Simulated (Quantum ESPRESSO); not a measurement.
# CsCaBr3 (Pm-3m): zone-centre phonons

Aim: the zone-centre modes of CsCaBr3 (Pm-3m).

Main program and level: Quantum ESPRESSO 7.5; DFT LDA, scalar-relativistic, plane waves, PseudoDojo norm-conserving pseudopotentials.

## (1) Starting point

Symmetry: Pm-3m, No. 221, cubic system. Conventional cell: a = 5.709 Å, b = 5.709 Å, c = 5.709 Å, α = 90.00°, β = 90.00°, γ = 90.00°. Nearest to Cs lie 12 Br at 4.04 Å. Nearest to Ca lie 6 Br at 2.85 Å. Nearest to Br lie 2 Ca at 2.85 Å and 4 Cs at 4.04 Å. Farther neighbours and most contacts between anions are not listed.

As a file:

```cif
data_structure
_symmetry_space_group_name_H-M 'Pm-3m'
_symmetry_Int_Tables_number 221
_cell_length_a 5.7087
_cell_length_b 5.7087
_cell_length_c 5.7087
_cell_angle_alpha 90.000
_cell_angle_beta 90.000
_cell_angle_gamma 90.000
_cell_volume 186.04
loop_
_atom_site_label
_atom_site_type_symbol
_atom_site_symmetry_multiplicity
_atom_site_Wyckoff_symbol
_atom_site_fract_x
_atom_site_fract_y
_atom_site_fract_z
_atom_site_occupancy
Cs1 Cs 1 a 0.00000 0.00000 0.00000 1
Ca1 Ca 1 b 0.50000 0.50000 0.50000 1
Br1 Br 3 c 0.50000 0.00000 0.50000 1
```

## (2) A probe with smearing

Before anything dear is run, a loose run with smearing shows whether this is a metal and how far the cell is from rest.

probe.in

```
 &control
    calculation='scf',
    prefix='x',
    outdir='./tmp',
    pseudo_dir='./pseudo',
    tprnfor=.true.,
    tstress=.true.,
    verbosity='high',
 /
 &system
    ibrav=0,
    nat=5,
    ntyp=3,
    ecutwfc=79.0,
    occupations='smearing',
    smearing='gaussian',
    degauss=0.01,
 /
 &electrons
    conv_thr=1.0d-07,
    mixing_beta=0.7,
    electron_maxstep=100,
 /
ATOMIC_SPECIES
 Cs    132.9055  Cs.upf
 Ca     40.0780  Ca.upf
 Br     79.9040  Br.upf
CELL_PARAMETERS angstrom
     5.708665730    0.000000000    0.000000000
     0.000000000    5.708665730    0.000000000
     0.000000000    0.000000000    5.708665730
ATOMIC_POSITIONS crystal
 Cs     0.000000000   0.000000000   0.000000000
 Ca     0.500000000   0.500000000   0.500000000
 Br     0.500000000   0.000000000   0.500000000
 Br     0.000000000   0.500000000   0.500000000
 Br     0.500000000   0.500000000   0.000000000
K_POINTS automatic
 4 4 4 0 0 0
```

Launch:

```bash
OMP_NUM_THREADS=1 mpirun -n 4 pw.x -nk 4 -in probe.in > probe.out
```

The program printed:

```text
[banners, grids, parts of the stress and lines that vanish by symmetry left out]
Program PWSCF v.7.5
     Message from routine setup:
     using ibrav=0 with symmetry is DISCOURAGED, use correct ibrav instead
[...]
kinetic-energy cutoff     =      79.0000  Ry
     charge density cutoff     =     316.0000  Ry
     scf convergence threshold =      1.0E-07
[...]
Exchange-correlation= SLA  PW   NOGX NOGC
                           (   1   4   0   0   0   0   0)
[...]
48 Sym. Ops., with inversion, found
[...]
(     0          1          0      )
                  (     0          0          1      )
[...]
(  0.0000000  1.0000000  0.0000000 )
                  (  0.0000000  0.0000000  1.0000000 )
[...]
(     0         -1          0      )
                  (     0          0          1      )
[...]
number of k points=    10  Gaussian smearing, width (Ry)=  0.0100
[...]
c_bands:  2 eigenvalues not converged
[...]
c_bands:  1 eigenvalues not converged
[...]
End of self-consistent calculation
[...]
the Fermi energy is     3.7769 ev
!    total energy              =    -219.65075165 Ry
[...]
convergence has been achieved in   6 iterations
[...]
atom    1 type  1   force =     0.00000000    0.00000000    0.00000000
     atom    2 type  2   force =     0.00000000    0.00000000    0.00000000
     atom    3 type  3   force =     0.00000000    0.00000000    0.00000000
     atom    4 type  3   force =     0.00000000    0.00000000    0.00000000
     atom    5 type  3   force =     0.00000000    0.00000000    0.00000000
[...]
Total force =     0.000000     Total SCF correction =     0.000000
[...]
total   stress  (Ry/bohr**3)                   (kbar)     P=      -21.09
[...]
XML data file, charge density, pseudopotentials, collected wavefunctions

   JOB DONE.
```

Run time: 26 s. Hardware: 4 MPI ranks of Intel Xeon at 2.70GHz, shared host; 1.7 min of CPU time.

Numbers from this step:

- volume per atom: 37.21 Å³
- pressure: -2.109 GPa
- gap on the k-mesh: 4.078 eV

A gap of 4.1 eV opens on this mesh, so the crystal is taken as an insulator; the start stands at -2.1 GPa.

## (3) Relaxation

The relaxation runs at a cutoff a fifth above that of the response, since stress converges more slowly with the basis than frequencies do. Forces and stress are brought to rest with tight thresholds.

relax.in, as its differences from probe.in of step 2:

```diff
@@ -1,3 +1,3 @@
  &control
-    calculation='scf',
+    calculation='vc-relax',
     prefix='x',
@@ -7,3 +7,5 @@
     tstress=.true.,
-    verbosity='high',
+    forc_conv_thr=2.0d-05,
+    etot_conv_thr=1.0d-07,
+    nstep=40,
  /
@@ -13,11 +15,15 @@
     ntyp=3,
-    ecutwfc=79.0,
-    occupations='smearing',
-    smearing='gaussian',
-    degauss=0.01,
+    ecutwfc=95,
+    occupations='fixed',
+    nbnd=22,
  /
  &electrons
-    conv_thr=1.0d-07,
+    conv_thr=1.0d-11,
     mixing_beta=0.7,
     electron_maxstep=100,
+ /
+ &ions
+ /
+ &cell
+    press_conv_thr=0.2,
  /
```

Launch:

```bash
OMP_NUM_THREADS=1 mpirun -n 4 pw.x -nk 4 -in relax.in > relax.out
```

The program printed:

```text
[banners, grids, parts of the stress and lines that vanish by symmetry left out]
[banner, memory and clock lines left out]
Program PWSCF v.7.5

[...]
kinetic-energy cutoff     =      95.0000  Ry
     charge density cutoff     =     380.0000  Ry
     scf convergence threshold =      1.0E-11
[...]
energy convergence thresh.=      1.0E-07
     force convergence thresh. =      2.0E-05
     press convergence thresh. =      2.0E-01
     Exchange-correlation= SLA  PW   NOGX NOGC
                           (   1   4   0   0   0   0   0)
[...]
48 Sym. Ops., with inversion, found
[...]
number of k points=    10
[...]
c_bands:  1 eigenvalues not converged
[...]
c_bands:  1 eigenvalues not converged
[...]
End of self-consistent calculation
[...]
highest occupied, lowest unoccupied level (ev):     1.9941    6.0730
!    total energy              =    -219.65077383 Ry
[...]
convergence has been achieved in   8 iterations
[...]
atom    1 type  1   force =     0.00000000    0.00000000    0.00000000
     atom    2 type  2   force =     0.00000000    0.00000000    0.00000000
     atom    3 type  3   force =     0.00000000    0.00000000    0.00000000
     atom    4 type  3   force =     0.00000000    0.00000000    0.00000000
     atom    5 type  3   force =     0.00000000    0.00000000    0.00000000
     Total force =     0.000000     Total SCF correction =     0.000000
[...]
total   stress  (Ry/bohr**3)                   (kbar)     P=      -21.00
[...]
number of bfgs steps    =   0
[...]
CELL_PARAMETERS (angstrom)
[...]
ATOMIC_POSITIONS (crystal)
Cs               0.0000000000        0.0000000000        0.0000000000
Ca               0.5000000000        0.5000000000        0.5000000000
Br               0.5000000000        0.0000000000        0.5000000000
Br               0.0000000000        0.5000000000        0.5000000000
[...]
New effective cutoffs (rho, wfc):  382.66   95.67
[...]
End of self-consistent calculation
[...]
highest occupied, lowest unoccupied level (ev):     2.0819    6.1912
!    total energy              =    -219.65260295 Ry
[...]
convergence has been achieved in   7 iterations
[...]
atom    1 type  1   force =     0.00000000    0.00000000    0.00000000
     atom    2 type  2   force =     0.00000000    0.00000000    0.00000000
     atom    3 type  3   force =     0.00000000    0.00000000    0.00000000
     atom    4 type  3   force =     0.00000000    0.00000000    0.00000000
     atom    5 type  3   force =     0.00000000    0.00000000    0.00000000
     Total force =     0.000000     Total SCF correction =     0.000000
[...]
total   stress  (Ry/bohr**3)                   (kbar)     P=      -19.17
[...]
number of bfgs steps    =   1
[...]
WARNING: bfgs curvature condition failed, Theta= 0.882
[...]
CELL_PARAMETERS (angstrom)
[...]
ATOMIC_POSITIONS (crystal)
[...]
New effective cutoffs (rho, wfc):  386.81   96.70
[...]
End of self-consistent calculation
[...]
highest occupied, lowest unoccupied level (ev):     2.2163    6.3717
!    total energy              =    -219.65500086 Ry
[...]
convergence has been achieved in   9 iterations
[...]
atom    1 type  1   force =     0.00000000    0.00000000    0.00000000
[...]
total   stress  (Ry/bohr**3)                   (kbar)     P=       -2.51
[...]
number of bfgs steps    =   4
[...]
CELL_PARAMETERS (angstrom)
[...]
ATOMIC_POSITIONS (crystal)
[...]
New effective cutoffs (rho, wfc):  405.75  101.44
[...]
highest occupied, lowest unoccupied level (ev):     2.8456    7.2089
!    total energy              =    -219.65993104 Ry
[...]
convergence has been achieved in   9 iterations
[...]
Total force =     0.000000     Total SCF correction =     0.000000
[...]
total   stress  (Ry/bohr**3)                   (kbar)     P=        0.23
[...]
number of bfgs steps    =   5
[...]
CELL_PARAMETERS (angstrom)
[...]
ATOMIC_POSITIONS (crystal)
[...]
New effective cutoffs (rho, wfc):  405.51  101.38
[...]
highest occupied, lowest unoccupied level (ev):     2.8376    7.1983
!    total energy              =    -219.65993182 Ry
[...]
convergence has been achieved in   6 iterations
[...]
Total force =     0.000000     Total SCF correction =     0.000000
[...]
total   stress  (Ry/bohr**3)                   (kbar)     P=       -0.00
[...]
number of bfgs steps    =   6
[...]
small trust_radius: resetting bfgs history
[...]
CELL_PARAMETERS (angstrom)
[...]
ATOMIC_POSITIONS (crystal)
[...]
New effective cutoffs (rho, wfc):  405.52  101.38
[...]
End of self-consistent calculation
[...]
highest occupied, lowest unoccupied level (ev):     2.8376    7.1983
!    total energy              =    -219.65993182 Ry
[...]
convergence has been achieved in   2 iterations
[...]
atom    3 type  3   force =     0.00000000    0.00000000    0.00000000
     atom    4 type  3   force =     0.00000000    0.00000000    0.00000000
     atom    5 type  3   force =     0.00000000    0.00000000    0.00000000
     Total force =     0.000000     Total SCF correction =     0.000000
[...]
total   stress  (Ry/bohr**3)                   (kbar)     P=       -0.00
[...]
bfgs converged in   8 scf cycles and   7 bfgs steps
[...]
End of BFGS Geometry Optimization
     Final enthalpy           =    -219.6599318177 Ry
     File ./tmp/x.bfgs deleted, as requested
[...]
CELL_PARAMETERS (angstrom)
[...]
ATOMIC_POSITIONS (crystal)
[...]
Br               0.0000000000        0.5000000000        0.5000000000
Br               0.5000000000        0.5000000000        0.0000000000
[...]
Final scf calculation at the relaxed structure.
[...]
kinetic-energy cutoff     =      95.0000  Ry
     charge density cutoff     =     380.0000  Ry
     scf convergence threshold =      1.0E-13
[...]
press convergence thresh. =      2.0E-01
     Exchange-correlation= SLA  PW   NOGX NOGC
                           (   1   4   0   0   0   0   0)
[...]
48 Sym. Ops., with inversion, found
[...]
number of k points=    10
[...]
c_bands:  1 eigenvalues not converged
     c_bands:  2 eigenvalues not converged
     c_bands:  2 eigenvalues not converged
[...]
End of self-consistent calculation
[...]
highest occupied, lowest unoccupied level (ev):     2.8376    7.1983
!    total energy              =    -219.65992424 Ry
[...]
convergence has been achieved in  11 iterations
[...]
atom    1 type  1   force =     0.00000000    0.00000000    0.00000000
     atom    2 type  2   force =     0.00000000    0.00000000    0.00000000
     atom    3 type  3   force =     0.00000000    0.00000000    0.00000000
     atom    4 type  3   force =     0.00000000    0.00000000    0.00000000
     atom    5 type  3   force =     0.00000000    0.00000000    0.00000000
     Total force =     0.000000     Total SCF correction =     0.000000
[...]
total   stress  (Ry/bohr**3)                   (kbar)     P=       -0.00
[...]
XML data file, charge density, pseudopotentials, collected wavefunctions
```

The job ended after 6 min (4 MPI ranks).

Step by step:

```csv
step,energy less that of the first step (eV),largest force (eV/Å),pressure (GPa),volume (Å³)
1,0.0000,0.0000,-2.10,186.04
2,-0.0249,0.0000,-1.92,184.05
3,-0.0575,0.0000,-1.62,181.10
4,-0.0951,0.0000,-1.13,176.74
5,-0.1233,0.0000,-0.25,170.32
6,-0.1246,0.0000,0.02,168.57
7,-0.1246,0.0000,0.00,168.72
8,-0.1246,0.0000,0.00,168.72
9,-0.1245,0.0000,0.00,168.72
```

```csv
"conventional cell, symmetrised",before,after,change
a (Å),5.709,5.526,-3.2 %
b (Å),5.709,5.526,-3.2 %
c (Å),5.709,5.526,-3.2 %
volume (Å³/atom),37.21,33.74,-9.3 %
```

The last row of the table of steps is pw.x's closing run on a basis chosen anew for the final cell, so its energy can jump.

This step gave:

* volume per atom: 33.74 Å³
* pressure: 0 GPa
* gap on the k-mesh: 4.361 eV

The volume changes by -9.3 % from the cell with which this run began.

## (4) Self-consistent run for the response

The response is built on this ground state, so it is converged far tighter than an energy would need. With a gap, occupations are fixed, which also allows the response to an electric field.

scf.in

```
 &control
    calculation='scf',
    prefix='x',
    outdir='./tmp',
    pseudo_dir='./pseudo',
    tprnfor=.true.,
    tstress=.true.,
 /
 &system
    ibrav=0,
    nat=5,
    ntyp=3,
    ecutwfc=79.0,
    occupations='fixed',
    nbnd=22,
 /
 &electrons
    conv_thr=1.0d-12,
    mixing_beta=0.7,
    electron_maxstep=100,
 /
ATOMIC_SPECIES
 Cs    132.9055  Cs.upf
 Ca     40.0780  Ca.upf
 Br     79.9040  Br.upf
CELL_PARAMETERS angstrom
     5.525688630    0.000000000    0.000000000
     0.000000000    5.525688630    0.000000000
     0.000000000    0.000000000    5.525688630
ATOMIC_POSITIONS crystal
 Cs     0.000000000   0.000000000   0.000000000
 Ca     0.500000000   0.500000000   0.500000000
 Br     0.500000000   0.000000000   0.500000000
 Br     0.000000000   0.500000000   0.500000000
 Br     0.500000000   0.500000000   0.000000000
K_POINTS automatic
 4 4 4 0 0 0
```

Launch:

```bash
OMP_NUM_THREADS=1 mpirun -n 4 pw.x -nk 4 -in scf.in > scf.out
```

The program printed:

```text
[banners, grids, parts of the stress and lines that vanish by symmetry left out]
[banner, memory and clock lines left out]
Program PWSCF v.7.5

[...]
kinetic-energy cutoff     =      79.0000  Ry
     charge density cutoff     =     316.0000  Ry
     scf convergence threshold =      1.0E-12
[...]
Exchange-correlation= SLA  PW   NOGX NOGC
                           (   1   4   0   0   0   0   0)
[...]
48 Sym. Ops., with inversion, found
[...]
number of k points=    10
[...]
c_bands:  1 eigenvalues not converged
[...]
End of self-consistent calculation
[...]
highest occupied, lowest unoccupied level (ev):     2.8376    7.1983
!    total energy              =    -219.65990144 Ry
[...]
convergence has been achieved in  10 iterations
[...]
atom    1 type  1   force =     0.00000000    0.00000000    0.00000000
     atom    2 type  2   force =     0.00000000    0.00000000    0.00000000
     atom    3 type  3   force =     0.00000000    0.00000000    0.00000000
     atom    4 type  3   force =     0.00000000    0.00000000    0.00000000
     atom    5 type  3   force =     0.00000000    0.00000000    0.00000000
     Total force =     0.000000     Total SCF correction =     0.000000
[...]
total   stress  (Ry/bohr**3)                   (kbar)     P=       -0.00
[...]
XML data file, charge density, pseudopotentials, collected wavefunctions
```

The job ended after 34 s (4 MPI ranks; 2.3 min of CPU time).

The cell stands at 0 GPa, close enough for phonons.

(Continued in part 2 of 3.)

[Host names and launcher messages were left out of these logs when they were recorded.]

[Logs are printed without paths, hosts, clocks, repeated set-up lines and the standing remarks that a program may print on its own settings, such as how far it seeks lower states.]

[Hosts, paths, dates, database ids (printed as entryN), source tags and the programs' standing remarks are cut or masked in the printed files.]
